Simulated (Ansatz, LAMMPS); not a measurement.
# Relaxing glassy 68SiO2-14MgO-11ZnO-7BaO (mol %) (75 atoms), part 3 of 3

Aim: bring glassy 68SiO2-14MgO-11ZnO-7BaO (mol %) (75 atoms) to a nearby minimum of the energy and see what moves.

Ansatz 0.2.0; Kohn-Sham DFT, revPBE, PAW (set soft_2), plane waves.

The cell: 19 Si, 4 Mg, 3 Zn, 2 Ba and 47 O. The quench rate of 25 K/ps is many orders above laboratory rates. The network of bonds at the start is that of the classical potential that made the cell. The Brillouin zone is sampled at Γ only, in a cell whose shortest periodic width is 10 Å. The levels lack spin–orbit coupling.

So far, density (g/cm³): step 5 (local order after relaxation) 2.98.

## 6. Single point at the relaxed geometry

The electronic structure is read at the final geometry, in a run of its own.

File input.yaml:

```yaml
crystal:
  lattice:
    - [10.1084, 0.0, 0.0]
    - [0.0, 10.1084, 0.0]
    - [0.0, 0.0, 10.1084]
  atoms:
    - { symbol: Si, position: [0.28204, 0.32211, 0.6618] }
    - { symbol: Si, position: [0.28047, 0.90469, 0.64252] }
    - { symbol: Si, position: [0.18785, 0.61796, 0.63276] }
    - { symbol: Si, position: [0.25292, 0.75238, 0.07794] }
    - { symbol: Si, position: [0.56381, 0.99228, 0.71665] }
    - { symbol: Si, position: [0.80495, 0.72054, 0.86409] }
    - { symbol: Si, position: [0.71128, 0.31145, 0.07357] }
    - { symbol: Si, position: [0.33158, 0.12933, 0.24743] }
    - { symbol: Si, position: [0.56816, 0.94008, 0.29123] }
    - { symbol: Si, position: [0.85555, 0.90455, 0.63994] }
    - { symbol: Si, position: [0.56257, 0.26847, 0.61177] }
    - { symbol: Si, position: [0.3878, 0.42675, 0.24832] }
    - { symbol: Si, position: [0.71444, 0.527, 0.62354] }
    - { symbol: Si, position: [0.06111, 0.57905, 0.90564] }
    - { symbol: Si, position: [0.604, 0.63987, 0.36882] }
    - { symbol: Si, position: [0.16142, 0.59698, 0.32018] }
    - { symbol: Si, position: [0.97241, 0.28199, 0.91762] }
    - { symbol: Si, position: [0.74361, 0.18015, 0.36652] }
    - { symbol: Si, position: [0.55398, 0.85479, 1.0e-05] }
    - { symbol: Mg, position: [0.39708, 0.26645, 0.98889] }
    - { symbol: Mg, position: [0.0712, 0.11154, 0.74606] }
    - { symbol: Mg, position: [0.09908, 0.09392, 0.47107] }
    - { symbol: Mg, position: [0.90908, 0.63718, 0.43678] }
    - { symbol: Zn, position: [0.8528, 0.56181, 0.16072] }
    - { symbol: Zn, position: [0.23993, 0.02271, 0.95354] }
    - { symbol: Zn, position: [0.92368, 0.29935, 0.57726] }
    - { symbol: Ba, position: [0.50724, 0.52897, 0.89793] }
    - { symbol: Ba, position: [0.97798, 0.03786, 0.15822] }
    - { symbol: O, position: [0.12724, 0.63409, 0.48008] }
    - { symbol: O, position: [0.75277, 0.63522, 0.30964] }
    - { symbol: O, position: [0.84827, 0.47956, 0.54871] }
    - { symbol: O, position: [0.50284, 0.52732, 0.30888] }
    - { symbol: O, position: [0.85559, 0.2445, 0.02527] }
    - { symbol: O, position: [0.1943, 0.63717, 0.97655] }
    - { symbol: O, position: [0.34134, 0.11279, 0.08484] }
    - { symbol: O, position: [0.42946, 0.01627, 0.31352] }
    - { symbol: O, position: [0.07287, 0.15542, 0.94213] }
    - { symbol: O, position: [0.54804, 0.79139, 0.34949] }
    - { symbol: O, position: [0.16346, 0.88304, 0.06424] }
    - { symbol: O, position: [0.72731, 0.47142, 0.06119] }
    - { symbol: O, position: [0.37803, 0.43854, 0.08951] }
    - { symbol: O, position: [0.94897, 0.03366, 0.62122] }
    - { symbol: O, position: [0.69492, 0.93697, 0.646] }
    - { symbol: O, position: [0.1486, 0.2431, 0.60644] }
    - { symbol: O, position: [0.61586, 0.61462, 0.53063] }
    - { symbol: O, position: [0.58741, 0.27257, 0.98513] }
    - { symbol: O, position: [0.8725, 0.8505, 0.80041] }
    - { symbol: O, position: [0.27567, 0.4846, 0.63849] }
    - { symbol: O, position: [0.21987, 0.98394, 0.77225] }
    - { symbol: O, position: [0.65686, 0.24705, 0.48402] }
    - { symbol: O, position: [0.92377, 0.65689, 0.95976] }
    - { symbol: O, position: [0.90185, 0.19226, 0.4047] }
    - { symbol: O, position: [0.40944, 0.28133, 0.56696] }
    - { symbol: O, position: [0.24545, 0.46108, 0.32283] }
    - { symbol: O, position: [0.17769, 0.12105, 0.29277] }
    - { symbol: O, position: [0.69936, 0.02234, 0.34707] }
    - { symbol: O, position: [0.20007, 0.93941, 0.51356] }
    - { symbol: O, position: [0.88299, 0.79095, 0.53637] }
    - { symbol: O, position: [0.24878, 0.70408, 0.23326] }
    - { symbol: O, position: [0.53967, 0.95138, 0.87382] }
    - { symbol: O, position: [0.3182, 0.30131, 0.81585] }
    - { symbol: O, position: [0.41328, 0.77197, 0.0276] }
    - { symbol: O, position: [0.06798, 0.59951, 0.74467] }
    - { symbol: O, position: [0.40863, 0.26945, 0.28366] }
    - { symbol: O, position: [0.62136, 0.40494, 0.68237] }
    - { symbol: O, position: [0.67385, 0.74773, 0.96111] }
    - { symbol: O, position: [0.43979, 0.93887, 0.63223] }
    - { symbol: O, position: [0.01038, 0.589, 0.26623] }
    - { symbol: O, position: [0.92523, 0.27315, 0.76643] }
    - { symbol: O, position: [0.74489, 0.6104, 0.76156] }
    - { symbol: O, position: [0.04084, 0.42641, 0.95398] }
    - { symbol: O, position: [0.71171, 0.25701, 0.22862] }
    - { symbol: O, position: [0.57686, 0.15272, 0.72087] }
    - { symbol: O, position: [0.60489, 0.9302, 0.13112] }
    - { symbol: O, position: [0.28011, 0.74159, 0.67526] }
kpoints:
  mp_grid: { grid: [1, 1, 1] }
hamiltonian:
  xc: revpbe
scf:
  occupations: { method: fixed }
output:
  forces: true
  stress: true
  populations: true
  dos:
    method: { smearing: { sigma: 0.1 } }
    de: 0.1
    projected: { site_lists: { Ba: [Ba], Mg: [Mg], O: [O], Si: [Si], Zn: [Zn] } }
  eigenvalues: true
  write_density: true
  write_potential: true
  volumetric_format: npy
  elf: true
```

Started as:

```
$ ansatz run input.yaml --threads 4 --pin off --max-ram 8192MiB --backend cpu --events-out ev --progress --plain --runs-dir out
```

Numbers of over 12 decimals in the logs are rounded to 6 here.

What it wrote:

```text
[...]
Crystal: 75 atoms, lattice volume = 1032.874 Å³
Basis set: ecut = 420 eV, 20197 PW (Γ), exchange–correlation on 144×144×144 points (8 copies of the dense FFT grid, shifted against one another)
Bands: 302, of which v1, the nominal top of the filled ones, is band 227 counted from 1 (226 counted from 0)
Symmetry: 1 space group operations
[...]
k-points: 1
[...]
SCF iter   1: F=—  HF=-68515.978866 eV  |F-HF|=—  |Δ(HF+E_count)|=         —  Δρ=3.43e-3  dr2=1.26e-1  ethr=1.77e-3  ⟨swp⟩=5.0  Hψ=1158  notcnv=0  defer=73
[...]
SCF iter  10: F=-68515.975129 eV  HF=-68515.975129 eV  |F-HF|=2.36e-8  |Δ(HF+E_count)|=   7.80e-9  Δρ=1.57e-6  dr2=2.58e-8  ethr=2.20e-11  ⟨swp⟩=24.0  Hψ=3022  notcnv=0
SCF 1 converged in 10 iterations: F = -68515.975129 eV  dr2 = 2.58e-8
[...]
SCF converged after 10 iterations
Free energy (F): -68515.975129 eV
[...]
Internal energy: -68515.975129 eV  (E = F + TS)
E sigma→0 (E₀):  -68515.975129 eV
Fermi energy:    4.232136 eV
[...]
--- Forces (eV/Å), atoms counted from 1 ---
  atom   1  Si     0.01077163     0.00033908     0.03771014
  atom   2  Si     0.01067485    -0.01389062     0.01909160
  atom   3  Si    -0.00162436    -0.01031578     0.01307107
  atom   4  Si    -0.00972439     0.00017402    -0.00029175
  atom   5  Si     0.02600488     0.02872751     0.00888457
  atom   6  Si     0.02182522     0.00275869     0.01679087
  atom   7  Si     0.00616202     0.01165523    -0.00830447
  atom   8  Si     0.02766622     0.00354841    -0.01039820
  atom   9  Si    -0.00547388    -0.00965742    -0.01475168
  atom  10  Si    -0.00708670     0.01184186     0.01391024
  atom  11  Si    -0.01531097     0.03598291    -0.01460150
  atom  12  Si     0.00690447     0.00136821     0.00305873
  atom  13  Si     0.00967583    -0.01165876     0.01639490
  atom  14  Si     0.01143413     0.00519484     0.00978482
[...]
atom  74  O     -0.01020988     0.00542800     0.00212771
  atom  75  O      0.02073517     0.00571362    -0.00011054
  max |Σ_I F_I| component: 1.47e-4 eV/Å
--- Stress (GPa, compression-positive) ---
        0.264062      -1.517825      -0.683458
       -1.517825       2.935106      -0.049485
       -0.683458      -0.049484       2.015634
  P = ⅓ Tr σ = 1.7383 GPa (17.383 kbar)
--- Band table (eV) ---
[...]
--- Löwdin populations: 75 sites ---
  site symbol       q [e]
     0     Si      2.3242
     1     Si      2.3059
     2     Si      2.2312
[...]
74      O      6.8081
  spilling = 0.012057 (of n_electrons = 454.000000)
```

It took 12 s on 4 threads of Intel Xeon Platinum 8488C (Sapphire Rapids), shared host; peak memory 1.4 GiB.

Read from the output:

| Property | Result |
| --- | --- |
| free energy | -68515.9751 eV |
| free energy per atom | -913.5463 eV/atom |
| SCF cycles | 10 |
| pressure | 1.738 GPa |
| r.m.s. force component | 0.01174 eV/Å |
| longest force | 0.05557 eV/Å |
| Fermi energy | 4.232 eV |
| gap (highest filled to lowest empty level) | 3.515 eV |
| spilling of the projection | 0.01206 |

Löwdin charges by element (they lack the spilled electrons, 0.073 e an atom on average):

| element | coordination | atoms | mean charge (e) | spread | least | most |
| --- | --- | --- | --- | --- | --- | --- |
| Ba | all | 2 | 1.87 | 0.0015 | 1.87 | 1.88 |
| Mg | all | 4 | 1.63 | 0.0143 | 1.61 | 1.65 |
| O | all | 47 | -0.894 | 0.115 | -1.08 | -0.782 |
| Si | all | 19 | 1.72 | 0.0387 | 1.66 | 1.79 |
| Zn | all | 3 | 1.49 | 0.0049 | 1.49 | 1.50 |

States in the cell by windows of 1 eV, zero at the Fermi level; the larger projections on atomic orbitals stand beside the total:

| from (eV) | to (eV) | total | O p | Si p | Zn d | O s |
| --- | --- | --- | --- | --- | --- | --- |
| -18 | -17 | 21.5 | 0.2 | 2.5 | 0.1 | 17.4 |
| -17 | -16 | 8.4 | 0.1 | 1.1 | 0.0 | 6.8 |
| -16 | -12 | 0.0 | 0.0 | 0.0 | 0.0 | 0.0 |
| -12 | -11 | 11.4 | 0.5 | 0.1 | 0.0 | 0.1 |
| -11 | -10 | 2.6 | 1.3 | 0.1 | 0.0 | 0.1 |
| -10 | -9 | 7.4 | 4.9 | 0.4 | 0.0 | 0.3 |
| -9 | -8 | 11.0 | 7.5 | 0.9 | 0.1 | 0.5 |
| -8 | -7 | 14.8 | 10.5 | 1.8 | 0.2 | 0.5 |
| -7 | -6 | 25.5 | 17.5 | 3.8 | 2.8 | 0.3 |
| -6 | -5 | 34.7 | 15.1 | 2.3 | 15.9 | 0.4 |
| -5 | -4 | 41.8 | 29.2 | 3.2 | 6.0 | 1.7 |
| -4 | -3 | 49.9 | 42.4 | 2.4 | 2.1 | 1.2 |
| -3 | -2 | 59.2 | 54.1 | 1.5 | 1.4 | 0.6 |
| -2 | -1 | 45.4 | 42.4 | 0.7 | 1.0 | 0.3 |
| -1 | 0 | 19.7 | 18.6 | 0.3 | 0.3 | 0.1 |
| 0 | 1 | 0.6 | 0.5 | 0.0 | 0.0 | 0.0 |
| 1 | 3 | 0.0 | 0.0 | 0.0 | 0.0 | 0.0 |
| 3 | 4 | 2.0 | 0.1 | 0.0 | 0.0 | 0.5 |
| 4 | 5 | 3.7 | 0.5 | 0.3 | 0.0 | 0.5 |

With fixed occupations the program's Fermi level is the highest filled level; weight inside the gap is the broadening of levels at its edges.

Between -26 and -18 eV lie 66 more states.

The stored curve holds about 420 of the 454 electrons; the rest, give or take the few that broadening carries across the Fermi level, lie in deeper levels below its range.

The levels nearest the highest filled one (over half full), pooled over k-points and spins:

| level less the highest filled one (eV) | occupation |
| --- | --- |
| -0.653 | 2 |
| -0.503 | 2 |
| -0.455 | 2 |
| -0.417 | 2 |
| -0.199 | 2 |
| 0 | 2 |
| 3.52 | 0 |
| 4.51 | 0 |
| 4.97 | 0 |
| 5.35 | 0 |
| 5.37 | 0 |
| 5.50 | 0 |

Electrostatic potential energy in the ac plane at fractional y = 0.282, with atoms of Si and Mg and Zn and O within 0.2 Å of it. With pseudopotentials it is smooth inside the atoms' cores, unlike the true potential.

Values in eV, 13 rows by 16 columns, each cell a mean:
```
-28   3  10  10   6 -11 -34 -12  -4 -28  -6   5   6   0 -15 -40
-24   3   9  11   0 -11   2   6   9  10  11  11  10   8 -10 -36
  4   7   9   9 -16 -32   3  10   9  10  11  11  11   8 -24 -26
  8   9   7  -2 -20 -10   6   7   1   0   6   9  10   8 -16 -15
  4   3 -16 -16 -38 -22  -7  -5 -31 -39  -8   7   8   2 -15 -13
 -2   3 -14  -1  -2  -7 -39 -24 -26 -33 -10   6   7  -6 -32 -31
  5   9  10  10   9   9  -1   4   5  -2 -29  -8   7   4  -6  -5
  9   9  10  11  11  11  11  11  11   9  -1   0   3   7   8   9
 10  10  11  11  10   6 -14  -1  11  10   8   2   2   7  10  11
 10  10  11  10   9  -1 -33 -12  10  11   0 -26  -4   9  10  10
  9  10  10  10   8   7   6   8  10   9  -1 -24  -3   8   9   9
  9   9  10  10   8   6   4   6   9   7 -14 -38 -18   1   7   9
  2   8  10   9   6 -11 -33 -11  -1 -23 -20 -32 -16 -26 -17   0
```
Columns run along a (10.1 Å; values clipped at the 3rd and 97th percentile), rows up along c (10.1 Å). Atoms in or near the plane, at fractional coordinates: Si at (0.56, 0.61), Si at (0.97, 0.92), Mg at (0.40, 0.99), Zn at (0.92, 0.58), O at (0.59, 0.99), O at (0.41, 0.57), O at (0.32, 0.82), O at (0.41, 0.28), O at (0.93, 0.77).

Valence density in the ac plane at fractional y = 0.282, with atoms of Si and Mg and Zn and O within 0.2 Å of it. It is the smooth field of the valence electrons, not physical close to the nuclei.

Ten steps, logarithmic in the rise over the least value, from '_' (0 e/Å³) to '@' (17 e/Å³), each cell a mean:
```
..::..____________--%%@@##----**####++::....--======--..
..::....______....::==++--..::==++++--..____..::::::..__
......______..::====--::..__....::....________....::::..
::....______::==**##++::..____________________..::======
--..________::++####**--..____________________::==**##++
--..______..::==++++==::______________________::++####**
::..__......::::----::..____..........________..==****==
......------::::..::::::........::::..________..::----::
....--++**++==::::--======--::....::....______..--++++--
::::--****++==::::==**####++--....::::....____::++@@@@**
::..::======::....--**####++--::::====--::..__::++%%@@**
..__....::....__..::==++++--::::--++****--..__..::====--
____________________..::::..__..--++##**==......::::::..
________________________________..--====--......::::::..
____________________........______..::::........::::::..
__________________::==++==::..______....::............__
________________..--**####==::____..::--==--....________
________________..--**####==::____..==****++::..________
________________..::==++==::..____::==####**--..________
__________________....::....______..--++++==::..________
__________________________________..::------::......____
______________________________..::::::....::------::..__
__________________..--==::..::--====--::..--==****++::..
....______________--%%@@##----**####++--::::==****++--::
```
Columns run along a (10.1 Å), rows up along c (10.1 Å). Atoms in or near the plane, at fractional coordinates: Si at (0.56, 0.61), Si at (0.97, 0.92), Mg at (0.40, 0.99), Zn at (0.92, 0.58), O at (0.59, 0.99), O at (0.41, 0.57), O at (0.32, 0.82), O at (0.41, 0.28), O at (0.93, 0.77).

Mean Löwdin charges: Ba +1.87, Mg +1.63, O -0.89, Si +1.72, Zn +1.49 e (they miss 1.2 % of the electrons, so they add up to more than the cell's charge).

The surroundings of O49, picked at random, nearest first, numbered as they follow in the input and with coordinates relative to it.

| atom | x | y | z | distance (Å) | bonds | Löwdin charge (e) |
| --- | --- | --- | --- | --- | --- | --- |
| O49 | 0.00 | 0.00 | 0.00 | 0.00 | 3 | -1.06 |
| Si2 | 0.61 | -0.80 | -1.31 | 1.65 | 4 | 1.69 |
| Zn25 | 0.20 | 0.39 | 1.83 | 1.88 | 4 | 1.49 |
| Mg21 | -1.50 | 1.29 | -0.26 | 2.00 | 5 | 1.63 |
| O57 | -0.20 | -0.45 | -2.61 | 2.66 | 2 | -1.00 |
| O67 | 2.22 | -0.46 | -1.42 | 2.67 | 2 | -0.80 |
| O75 | 0.61 | -2.45 | -0.98 | 2.71 | 2 | -0.81 |
| O37 | -1.49 | 1.73 | 1.72 | 2.86 | 4 | -1.08 |
| O39 | -0.57 | -1.02 | 2.95 | 3.17 | 3 | -1.02 |
| O42 | -2.74 | 0.50 | -1.53 | 3.18 | 3 | -1.06 |
| O44 | -0.72 | 2.62 | -1.68 | 3.19 | 3 | -1.06 |

The column of bonds counts only the pairs O-Si within 2.08 Å, O-Mg within 2.68 Å, O-Zn within 2.27 Å, O-Ba within 3.29 Å; other neighbours, such as metal atoms beside each other in a compound, aren't counted, and periodic images can show an atom twice.

## 7. A changed input

The input is spoilt on purpose; the run shows how that looks.

File input.yaml:

```yaml
crystal:
  lattice:
    - [10.1084, 0.0, 0.0]
    - [0.0, 10.1084, 0.0]
    - [0.0, 0.0, 10.1084]
  atoms:
    [... the 75 atom lines of step 3 ...]
kpoints:
  mp_grid: { grid: [1, 1, 1], kspacing: 0.3 }
hamiltonian:
  xc: revpbe
scf:
  occupations: { method: fixed }
  max_iter: 80
output:
  forces: true
```

What it wrote:

```text
Error: invalid value for `kpoints.mp_grid.kspacing`: mutually exclusive with `grid` — set one or the other
```

It took 0.1 s on 4 threads; peak memory 0.12 GiB.

The program refused the input before any cycle.

The program's message: “Error: invalid value for `kpoints.mp_grid.kspacing`: mutually exclusive with `grid` — set one or the other”

The fault in the input: both a k-mesh and a spacing (kpoints.mp_grid.kspacing = 0.3). The fix is to take out kpoints.mp_grid.kspacing.

## 8. Summary of results

* energy change in the relaxation: -51.73 meV/atom
* r.m.s. displacement: 0.141 Å
* largest displacement: 0.302 Å
* free energy per atom: -913.5463 eV/atom
* pressure: 1.738 GPa
* r.m.s. force component: 0.01174 eV/Å
* gap (highest filled to lowest empty level): 3.515 eV
* wall time of the 3 DFT runs: 72 s

Relaxation lowers the energy by 51.7 meV/atom and moves atoms by 0.14 Å r.m.s.; the r.m.s. force component goes from 0.88 to 0.012 eV/Å, the pressure goes from 6.9 to 1.7 GPa, and the gap from 3.23 to 3.52 eV. From the first step to the last the energy fell by 3.880 eV, and the largest move was 0.30 Å (Ba27). The O-Ba bonds change most in mean length: from 2.960 Å (spread 0.149) to 2.802 Å (spread 0.169). Counting bonds to Si alone, not to Zn, 62 % of the oxygens join two of these atoms and 38 % one. The highest filled and lowest empty levels differ by 3.52 eV (at Γ alone); a semilocal functional tends to put such gaps too low. In a disordered cell it changes from sample to sample, and tail or defect levels can set it.

**Limits.** The network of bonds at the start is that of the classical potential that made the cell; in DFT atoms moved by 0.14 Å r.m.s. The pressure of 1.7 GPa says that the cell would expand at this level of theory.

[Logs are printed without paths, hosts, clocks, repeated set-up lines and the standing remarks that a program may print on its own settings, such as how far it seeks lower states.]

[Hosts, paths, dates, database ids (printed as entryN), source tags and the programs' standing remarks are cut or masked in the printed files.]
